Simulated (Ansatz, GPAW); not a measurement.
**Dielectric function and optical constants of KZnCl3 (model structure)**

Wanted: where KZnCl3 (model structure) starts to absorb, how strongly, and its refractive index. The structure is a model built here, which may or may not match a known phase. It was built so: All F replaced by Cl and Hg replaced by Zn in the Cmmm structure of KHgF3. The cell is first relaxed with Ansatz.

Main program and level: GPAW 26.7.0; DFT, revPBE, plane-wave PAW (GPAW data sets), scalar-relativistic, RPA, optical limit.

### Step 1. The structure

Symmetry: Cmmm, No. 65, orthorhombic system. The conventional cell has a = 7.578 Å, b = 7.676 Å, c = 5.384 Å, α = 90.00°, β = 90.00°, γ = 90.00°. Nearest to Zn lie 6 Cl at 2.69 to 2.70 Å. K has 12 Cl at 3.79 to 3.84 Å nearest. Nearest to Cl lie 2 Zn at 2.70 Å and 4 K at 3.81 Å. Nearest to Cl lie 2 Zn at 2.69 Å and 4 K at 3.79 to 3.84 Å. All F replaced by Cl and Hg replaced by Zn in the Cmmm structure of KHgF3. Farther neighbours and most contacts between anions are not listed.

### Step 2. Relaxation

The structure was built or cut out here, so it is relaxed before any spectrum is computed.

This step: DFT, revPBE, plane-wave PAW, default files, scalar-relativistic, relaxation (Ansatz 0.2.0).

The input, input.yaml:

```yaml
crystal:
  lattice:
    - [3.78922925, -3.83812253, 0.0]
    - [3.78922925, 3.83812253, 0.0]
    - [0.0, 0.0, 5.38437253]
  atoms:
    - { symbol: Zn, position: [0.5, 0.5, 0.0] }
    - { symbol: K, position: [0.0, 0.0, 0.5] }
    - { symbol: Cl, position: [0.0, 0.5, 0.0] }
    - { symbol: Cl, position: [0.5, 0.0, 0.0] }
    - { symbol: Cl, position: [0.5, 0.5, 0.5] }
kpoints:
  mp_grid: { grid: [4, 4, 4] }
scf:
  occupations: { method: fermi_dirac, width: 0.05 }
hamiltonian:
  xc: revpbe
output:
  forces: true
  stress: true
relax:
  f_tol: 0.02
  max_steps: 50
  cell: {}
```

On the command line:

```bash
$ ansatz run input.yaml --threads 1 --pin off --max-ram 4096MiB --backend cpu --events-out ev --progress --plain --runs-dir out
```

Numbers of over 12 decimals in the logs are rounded to 6 here.

Log:

```text
Engine: ansatz 0.2.0, aarch64-unknown-linux-gnu
Pseudopotentials: kind: paw
Pseudopotential: Zn, paw, valence charge 12, recommended cutoff 420 eV (normal), Zn.paw.azcp
Pseudopotential: K, paw, valence charge 9, recommended cutoff 420 eV (normal), K.paw.azcp
Pseudopotential: Cl, paw, valence charge 7, recommended cutoff 420 eV (normal), Cl.paw.azcp
Functional definition: revPBE
  parameter kappa = 1.245
  parameter beta = 0.066725
  exchange = pbe_x(kappa = kappa, mu = beta*pi^2/3)
  correlation = pbe_c(beta = beta)
Crystal: 5 atoms, lattice volume = 156.616 Å³
Basis set: ecut = 420 eV, 3021 PW (Γ), exchange–correlation on 80×80×72 points (8 copies of the dense FFT grid, shifted against one another)
Bands: 26, of which v1, the nominal top of the filled ones, is band 21 counted from 1 (20 counted from 0)
Symmetry: 8 space group operations
Space group: Cmmm (ITA 65), of the structure as read, at distance tolerance 5.4e-5 Å
k-points: 21 of 64
Non-local potential: Zn, projectors of the file, l = 0: 2, l = 1: 2, l = 2: 3, l = 3: 1
Non-local potential: K, projectors of the file, l = 0: 3, l = 1: 2, l = 2: 2
Non-local potential: Cl, projectors of the file, l = 0: 2, l = 1: 2, l = 2: 2
PAW form: soft (Blöchl's): semilocal exchange-correlation on the pseudo side does not see the compensation charge
PAW frozen core: Zn, regenerated for the run's functional, and the local potential with it (the file was generated under x = pbe(κ = 0.804, μ = 0.219515), c = pbe(β = 0.066725))
PAW frozen core: K, regenerated for the run's functional, and the local potential with it (the file was generated under x = pbe(κ = 0.804, μ = 0.219515), c = pbe(β = 0.066725))
PAW frozen core: Cl, regenerated for the run's functional, and the local potential with it (the file was generated under x = pbe(κ = 0.804, μ = 0.219515), c = pbe(β = 0.066725))
PAW one-centre angular grid: Zn, 590 points (default); XC on 64 Gauss nodes
PAW one-centre angular grid: K, 110 points (default); XC on 64 Gauss nodes
PAW one-centre angular grid: Cl, 110 points (default); XC on 64 Gauss nodes
Initial density: superposition of atomic densities (neutral atoms: chi_scale 0, normalization atom), corrected by the library's trained network
Initial wavefunctions: pseudopotential atomic-orbital guess
Functional: x = revpbe(κ = 1.245, μ = 0.219515), c = pbe(β = 0.066725)
SCF iter   1: F=—  HF=-8116.941472 eV  |F-HF|=—  |Δ(HF+E_count)|=         —  Δρ=3.35e-3  dr2=1.41e-2  ethr=1.77e-3  ⟨swp⟩=8.8  Hψ=2722  notcnv=0
preconditioner: auto → Resta (q_TF=auto, 2.191 Å⁻¹)  ε∞=3.4  [insulator: Δε(μ)=0.853 eV  Ē_g=12.207 eV  σ=0.050 eV  W_gap=1.00  n_scr=26 (ndim 8)  ℏωp=18.8 eV  f_vac=0.120  D(μ)=0.00/eV (n_scr^D=0)  ε∞_Penn≈3.4]
SCF iter   2: F=—  HF=-8116.937827 eV  |F-HF|=—  |Δ(HF+E_count)|=   3.64e-3  Δρ=1.16e-3  dr2=2.16e-3  ethr=3.36e-5  ⟨swp⟩=2.3  Hψ=978  notcnv=0  defer=1
SCF iter   3: F=—  HF=-8116.937597 eV  |F-HF|=—  |Δ(HF+E_count)|=   2.31e-4  Δρ=8.59e-4  dr2=6.37e-4  ethr=5.13e-6  ⟨swp⟩=2.0  Hψ=725  notcnv=0  defer=2
SCF iter   4: F=—  HF=-8116.937465 eV  |F-HF|=—  |Δ(HF+E_count)|=   1.32e-4  Δρ=1.84e-4  dr2=4.95e-5  ethr=1.52e-6  ⟨swp⟩=2.0  Hψ=631  notcnv=0  defer=1
SCF iter   5: F=—  HF=-8116.937488 eV  |F-HF|=—  |Δ(HF+E_count)|=   2.33e-5  Δρ=5.24e-5  dr2=5.16e-6  ethr=1.18e-7  ⟨swp⟩=2.5  Hψ=851  notcnv=0  defer=1
SCF iter   6: F=—  HF=-8116.937497 eV  |F-HF|=—  |Δ(HF+E_count)|=   8.46e-6  Δρ=1.18e-5  dr2=2.52e-7  ethr=1.23e-8  ⟨swp⟩=2.0  Hψ=946  notcnv=0  defer=1
SCF iter   7: F=-8116.937497 eV  HF=-8116.937497 eV  |F-HF|=2.36e-8  |Δ(HF+E_count)|=   1.42e-7  Δρ=3.81e-6  dr2=3.22e-8  ethr=2.38e-10  ⟨swp⟩=4.0  Hψ=1868  notcnv=0
SCF 1 converged in 7 iterations: F = -8116.937497 eV  dr2 = 3.22e-8
  greatest PAW one-centre occupation: 0.988 electrons in one spin orbital (limit 2), on the Zn atom at site 0 (counted from 0), in its partial waves of l = 2
relax step   1: F+E_penalty+E_count = -8116.93749705 eV  Δ(F+E_penalty+E_count) = +0.000e0 eV  max|allowed force component| = 1.010e-29 eV/Å  Δτ_max = 0.0000 Å  P = -3.776 GPa  Ω = 156.616 Å³  (7 SCF iters, dr2 threshold 1.00e-7 eV, accepted)
Crystal: 5 atoms, lattice volume = 142.543 Å³
Basis set: ecut = 420 eV, 2789 PW (Γ), exchange–correlation on 80×80×72 points (8 copies of the dense FFT grid, shifted against one another)
Initial density: handed on by an earlier stage of this run
Initial wavefunctions: those handed on with the density
iter 1 solved again at ethr=7.31e-5 eV; its pass at ethr=3.10e-3 eV (dr2=3.07e-2 eV) is discarded
SCF iter   1: F=—  HF=-8117.233483 eV  |F-HF|=—  |Δ(HF+E_count)|=         —  Δρ=3.84e-3  dr2=3.05e-2  ethr=7.31e-5  ⟨swp⟩=1.0  Hψ=2957  notcnv=0
preconditioner: auto → Resta (q_TF=auto, 2.226 Å⁻¹)  ε∞=3.5  [insulator: Δε(μ)=0.992 eV  Ē_g=12.541 eV  σ=0.050 eV  W_gap=1.00  n_scr=26 (ndim 8)  ℏωp=19.7 eV  f_vac=0.082  D(μ)=0.00/eV (n_scr^D=0)  ε∞_Penn≈3.5]
SCF iter   2: F=—  HF=-8117.223116 eV  |F-HF|=—  |Δ(HF+E_count)|=   1.04e-2  Δρ=1.48e-3  dr2=5.36e-3  ethr=7.27e-5  ⟨swp⟩=2.0  Hψ=945  notcnv=0
SCF iter   3: F=—  HF=-8117.220818 eV  |F-HF|=—  |Δ(HF+E_count)|=   2.30e-3  Δρ=9.32e-4  dr2=2.43e-3  ethr=1.28e-5  ⟨swp⟩=2.0  Hψ=819  notcnv=0  defer=2
SCF iter   4: F=—  HF=-8117.219975 eV  |F-HF|=—  |Δ(HF+E_count)|=   8.42e-4  Δρ=4.39e-4  dr2=3.66e-4  ethr=5.78e-6  ⟨swp⟩=2.3  Hψ=903  notcnv=0  defer=2
SCF iter   5: F=—  HF=-8117.219932 eV  |F-HF|=—  |Δ(HF+E_count)|=   4.31e-5  Δρ=8.58e-5  dr2=1.50e-5  ethr=8.71e-7  ⟨swp⟩=2.0  Hψ=818  notcnv=0  defer=2
SCF iter   6: F=—  HF=-8117.219942 eV  |F-HF|=—  |Δ(HF+E_count)|=   9.32e-6  Δρ=3.18e-5  dr2=8.55e-7  ethr=3.56e-8  ⟨swp⟩=2.0  Hψ=884  notcnv=0  defer=3
SCF iter   7: F=-8117.219944 eV  HF=-8117.219944 eV  |F-HF|=6.60e-8  |Δ(HF+E_count)|=   2.22e-6  Δρ=5.63e-6  dr2=3.40e-8  ethr=1.19e-9  ⟨swp⟩=4.0  Hψ=1926  notcnv=0
SCF 2 converged in 7 iterations: F = -8117.219944 eV  dr2 = 3.40e-8
relax step   2: F+E_penalty+E_count = -8117.21994399 eV  Δ(F+E_penalty+E_count) = -2.824e-1 eV  max|allowed force component| = 1.049e-29 eV/Å  Δτ_max = 0.0000 Å  P = -2.455 GPa  Ω = 142.543 Å³  energy of the carried Pulay correction = +1.700e-3 eV  (7 SCF iters, dr2 threshold 5.00e-7 eV, accepted)
Crystal: 5 atoms, lattice volume = 123.872 Å³
Basis set: ecut = 420 eV, 2469 PW (Γ), exchange–correlation on 80×80×72 points (8 copies of the dense FFT grid, shifted against one another)
iter 1 solved again at ethr=1.37e-4 eV; its pass at ethr=3.10e-3 eV (dr2=5.74e-2 eV) is discarded
SCF iter   1: F=—  HF=-8117.345593 eV  |F-HF|=—  |Δ(HF+E_count)|=         —  Δρ=5.62e-3  dr2=5.59e-2  ethr=1.37e-4  ⟨swp⟩=1.1  Hψ=3026  notcnv=0
preconditioner: auto → Resta (q_TF=auto, 2.278 Å⁻¹)  ε∞=3.6  [insulator: Δε(μ)=1.437 eV  Ē_g=13.027 eV  σ=0.050 eV  W_gap=1.00  n_scr=26 (ndim 8)  ℏωp=21.1 eV  f_vac=0.042  D(μ)=0.00/eV (n_scr^D=0)  ε∞_Penn≈3.6]
SCF iter   2: F=—  HF=-8117.326345 eV  |F-HF|=—  |Δ(HF+E_count)|=   1.92e-2  Δρ=2.36e-3  dr2=1.07e-2  ethr=1.33e-4  ⟨swp⟩=2.7  Hψ=969  notcnv=0
SCF iter   3: F=—  HF=-8117.322089 eV  |F-HF|=—  |Δ(HF+E_count)|=   4.26e-3  Δρ=1.40e-3  dr2=4.63e-3  ethr=2.55e-5  ⟨swp⟩=2.0  Hψ=1001  notcnv=0  defer=13
SCF iter   4: F=—  HF=-8117.320661 eV  |F-HF|=—  |Δ(HF+E_count)|=   1.43e-3  Δρ=6.87e-4  dr2=6.26e-4  ethr=1.10e-5  ⟨swp⟩=2.0  Hψ=925  notcnv=0  defer=13
SCF iter   5: F=—  HF=-8117.320654 eV  |F-HF|=—  |Δ(HF+E_count)|=   6.51e-6  Δρ=1.13e-4  dr2=1.96e-5  ethr=1.49e-6  ⟨swp⟩=2.6  Hψ=1007  notcnv=0  defer=13
SCF iter   6: F=—  HF=-8117.320646 eV  |F-HF|=—  |Δ(HF+E_count)|=   8.19e-6  Δρ=4.63e-5  dr2=1.46e-6  ethr=4.66e-8  ⟨swp⟩=2.0  Hψ=886  notcnv=0  defer=15
SCF iter   7: F=-8117.320649 eV  HF=-8117.320649 eV  |F-HF|=1.08e-7  |Δ(HF+E_count)|=   3.46e-6  Δρ=6.60e-6  dr2=4.48e-8  ethr=1.19e-9  ⟨swp⟩=4.1  Hψ=1932  notcnv=0
SCF 3 converged in 7 iterations: F = -8117.320649 eV  dr2 = 4.48e-8
  greatest PAW one-centre occupation: 0.988 electrons in one spin orbital (limit 2), on the K atom at site 1 (counted from 0), in its partial waves of l = 0
relax step   3: F+E_penalty+E_count = -8117.32064947 eV  Δ(F+E_penalty+E_count) = -1.007e-1 eV  max|allowed force component| = 9.861e-30 eV/Å  Δτ_max = 0.0000 Å  P = +1.289 GPa  Ω = 123.872 Å³  energy of the carried Pulay correction = +4.220e-3 eV  (7 SCF iters, dr2 threshold 5.00e-7 eV, accepted)
[...]
relax step   4: F+E_penalty+E_count = -8117.33856297 eV  Δ(F+E_penalty+E_count) = -1.791e-2 eV  max|allowed force component| = 9.466e-30 eV/Å  Δτ_max = 0.0000 Å  P = -0.120 GPa  Ω = 129.236 Å³  energy of the carried Pulay correction = +3.462e-3 eV  (6 SCF iters, dr2 threshold 5.00e-7 eV, accepted)
[...]
relax step   5: F+E_penalty+E_count = -8117.33882194 eV  Δ(F+E_penalty+E_count) = -2.590e-4 eV  max|allowed force component| = 9.782e-30 eV/Å  Δτ_max = 0.0000 Å  P = -0.004 GPa  Ω = 128.747 Å³  energy of the carried Pulay correction = +3.530e-3 eV  (5 SCF iters, dr2 threshold 4.05e-8 eV, accepted)
Basis set: ecut = 420 eV, 2517 PW (Γ), exchange–correlation on 72×72×72 points (8 copies of the dense FFT grid, shifted against one another)
Initial wavefunctions: pseudopotential atomic-orbital guess (no wavefunctions were taken with the density)
iter 1 solved again at ethr=1.73e-7 eV; its pass at ethr=3.10e-3 eV (dr2=7.27e-5 eV) is discarded
SCF iter   1: F=—  HF=-8117.335478 eV  |F-HF|=—  |Δ(HF+E_count)|=         —  Δρ=1.87e-4  dr2=1.43e-5  ethr=1.73e-7  ⟨swp⟩=3.0  Hψ=4234  notcnv=0
preconditioner: auto → Resta (q_TF=auto, 2.264 Å⁻¹)  ε∞=3.6  [insulator: Δε(μ)=1.423 eV  Ē_g=12.841 eV  σ=0.050 eV  W_gap=1.00  n_scr=26 (ndim 8)  ℏωp=20.7 eV  f_vac=0.056  D(μ)=0.00/eV (n_scr^D=0)  ε∞_Penn≈3.6]
SCF iter   2: F=—  HF=-8117.335480 eV  |F-HF|=—  |Δ(HF+E_count)|=   1.93e-6  Δρ=2.55e-4  dr2=4.03e-5  ethr=3.40e-8  ⟨swp⟩=2.0  Hψ=811  notcnv=0
SCF iter   3: F=—  HF=-8117.335467 eV  |F-HF|=—  |Δ(HF+E_count)|=   1.31e-5  Δρ=4.53e-5  dr2=1.01e-6  ethr=3.40e-8  ⟨swp⟩=2.0  Hψ=767  notcnv=0
SCF iter   4: F=—  HF=-8117.335468 eV  |F-HF|=—  |Δ(HF+E_count)|=   9.06e-7  Δρ=5.96e-6  dr2=9.46e-9  ethr=2.40e-9  ⟨swp⟩=2.1  Hψ=829  notcnv=0
SCF iter   5: F=—  HF=-8117.335468 eV  |F-HF|=—  |Δ(HF+E_count)|=   1.26e-7  Δρ=1.03e-6  dr2=4.15e-10  ethr=2.25e-11  ⟨swp⟩=2.1  Hψ=951  notcnv=0
SCF iter   6: F=-8117.335468 eV  HF=-8117.335468 eV  |F-HF|=3.91e-11  |Δ(HF+E_count)|=   1.91e-9  Δρ=1.99e-7  dr2=4.39e-11  ethr=1.00e-12  ⟨swp⟩=5.0  Hψ=2084  notcnv=0
SCF 6 converged in 6 iterations: F = -8117.335468 eV  dr2 = 4.39e-11
relax step   6: F+E_penalty+E_count = -8117.33546825 eV  Δ(F+E_penalty+E_count) = +3.354e-3 eV  max|allowed force component| = 2.067e-29 eV/Å  Δτ_max = 0.0000 Å  P = -0.009 GPa  Ω = 128.747 Å³  stress off target by 1.10e-2 GPa  SCF on the basis re-selected at this cell (its energy is not comparable with the rows above)  (6 SCF iters)
basis re-selected at this cell: Δ(F+E_penalty+E_count) = +3.354e-3 eV, ΔP = -0.005 GPa vs the last step (what re-selecting the basis moved, of the pressure what is left beyond the Pulay correction that the steps carried, after the strain that the cell walked since its last selection, with what the two solves' SCF thresholds leave and, on support functions, any second-order correction that the steps lacked; it is no measure of the basis error at this ecutwfc). The dense FFT grid was sized anew with the basis: this SCF ran on 36×36×36 points, the steps before it on 40×40×36, so part of this shift can come from that change (see relax.cell in the input reference). [rest of the remark cut]
SCF converged after 6 iterations
Free energy (F): -8117.335468 eV
Harris-Foulkes:  -8117.335468 eV  (|F-HF|=3.91e-11)
Internal energy: -8117.335468 eV  (E = F + TS)
E sigma→0 (E₀):  -8117.335468 eV
Entropy (-TS):   -0.000000 eV (-0.000 meV/atom)
Fermi energy:    3.048968 eV
--- Per-component energies (eV) ---
  E_band       = -184.628356
  E_kinetic    = 867.009529
  E_local      = -3478.789502  (includes V_loc(G=0)·N_el)
  E_nonlocal   = 715.962188
  E_hartree    = 1358.531389
  E_xc         = -593.800946
  E_vxc        = -580.800360  (∫ρ·V_xc dr)
  E_paw        = -4607.022610  (= ΣΔE_a)
  E_vpaw       = -425.072795  (= ΣTr[D̂ρ^β])
  E_aug_tail   = -0.000104  (compensation charges beyond the density's cutoff)
  E_ewald      = -2379.038961
  E_core_change = -0.186451  (= ΣΔE_core)
  E_smearing   = -0.000000  (= −TS)
  E_closure    = -0.000000  (closes the sum)
  Σ components = -8117.335468   (vs F -8117.335468, Δ=0.00e0)
--- Forces (eV/Å), atoms counted from 1 ---
  atom   1  Zn     0.00000000    -0.00000000     0.00000000
  atom   2  K      0.00000000    -0.00000000     0.00000000
  atom   3  Cl     0.00000000     0.00000000     0.00000000
  atom   4  Cl     0.00000000     0.00000000     0.00000000
  atom   5  Cl    -0.00000000     0.00000000     0.00000000
  max |Σ_I F_I| component: 2.29e-29 eV/Å
--- Stress (GPa, compression-positive) ---
       -0.011036       0.000000      -0.000000
        0.000000      -0.010352      -0.000000
       -0.000000      -0.000000      -0.006926
  P = ⅓ Tr σ = -0.0094 GPa (-0.094 kbar)
--- Relaxed structure (5 steps of the walk, 5 accepted, 1 SCFs on fresh bases) ---
  F+E_penalty+E_count = -8117.33546825 eV   max|allowed force component| = 2.067e-29 eV/Å   (the final SCF, on the basis selected at the relaxed cell)
  cell:  # Å, volume = 128.7470 Å³
    - [3.570735, -3.570664, 0.0]
    - [3.570735, 3.570664, 0.0]
    - [0.0, 0.0, 5.048945]
  atoms:
    - { symbol: Zn, position: [0.5, 0.5, 0.0] }
    - { symbol: K, position: [0, 0, 0.500000] }
    - { symbol: Cl, position: [5.551115123125783e-17, 0.500000, 0.0] }
    - { symbol: Cl, position: [0.500000, 5.551115123125783e-17, 0.0] }
    - { symbol: Cl, position: [0.5, 0.5, 0.500000] }
```

Wall time 23 s (1 thread of Arm Neoverse V2, shared host); peak memory 0.41 GiB.

Relaxation path:

```
step  energy less that of the first step (eV)  largest force component (eV/Å)  pressure (GPa)  volume (Å³)
   1                                   0.0000                          0.0000           -3.78       156.62
   2                                  -0.2824                          0.0000           -2.45       142.54
   3                                  -0.3832                          0.0000            1.29       123.87
   4                                  -0.4011                          0.0000           -0.12       129.24
   5                                  -0.4013                          0.0000            0.00       128.75
  6*                                  -0.3980                          0.0000           -0.01       128.75
```

Relaxation steps marked * repeat the geometry before them on a plane-wave basis chosen anew for their cell, so energy and pressure can jump there.

Forces are held to the 8 operations that the run works with; a distortion that breaks them can't arise in this run.

```
     cell as run  before  after   change
           a (Å)   5.393  5.050   -6.4 %
           b (Å)   5.393  5.050   -6.4 %
           c (Å)   5.384  5.049   -6.2 %
           γ (°)   90.73  90.00   -0.8 %
volume (Å³/atom)   31.32  25.75  -17.8 %
```

Final coordinates:

```cif
data_structure
_symmetry_space_group_name_H-M 'P 1'
_symmetry_Int_Tables_number 1
_cell_length_a 5.0497
_cell_length_b 5.0497
_cell_length_c 5.0489
_cell_angle_alpha 90.000
_cell_angle_beta 90.000
_cell_angle_gamma 89.999
_cell_volume 128.75
loop_
_atom_site_label
_atom_site_type_symbol
_atom_site_fract_x
_atom_site_fract_y
_atom_site_fract_z
_atom_site_occupancy
Zn1 Zn 0.50000 0.50000 0.00000 1
K2 K 0.00000 0.00000 0.50000 1
Cl3 Cl 0.00000 0.50000 0.00000 1
Cl4 Cl 0.50000 0.00000 0.00000 1
Cl5 Cl 0.50000 0.50000 0.50000 1
```

The relaxation ends with a pressure of -0.01 GPa.

[end of part 1 of 3]

[Machine, clock and banner lines and Python warnings are left out of the logs.]

[Logs are printed without paths, hosts, clocks, repeated set-up lines and the standing remarks that a program may print on its own settings, such as how far it seeks lower states.]

[Hosts, paths, dates, database ids (printed as entryN), source tags and the programs' standing remarks are cut or masked in the printed files.]
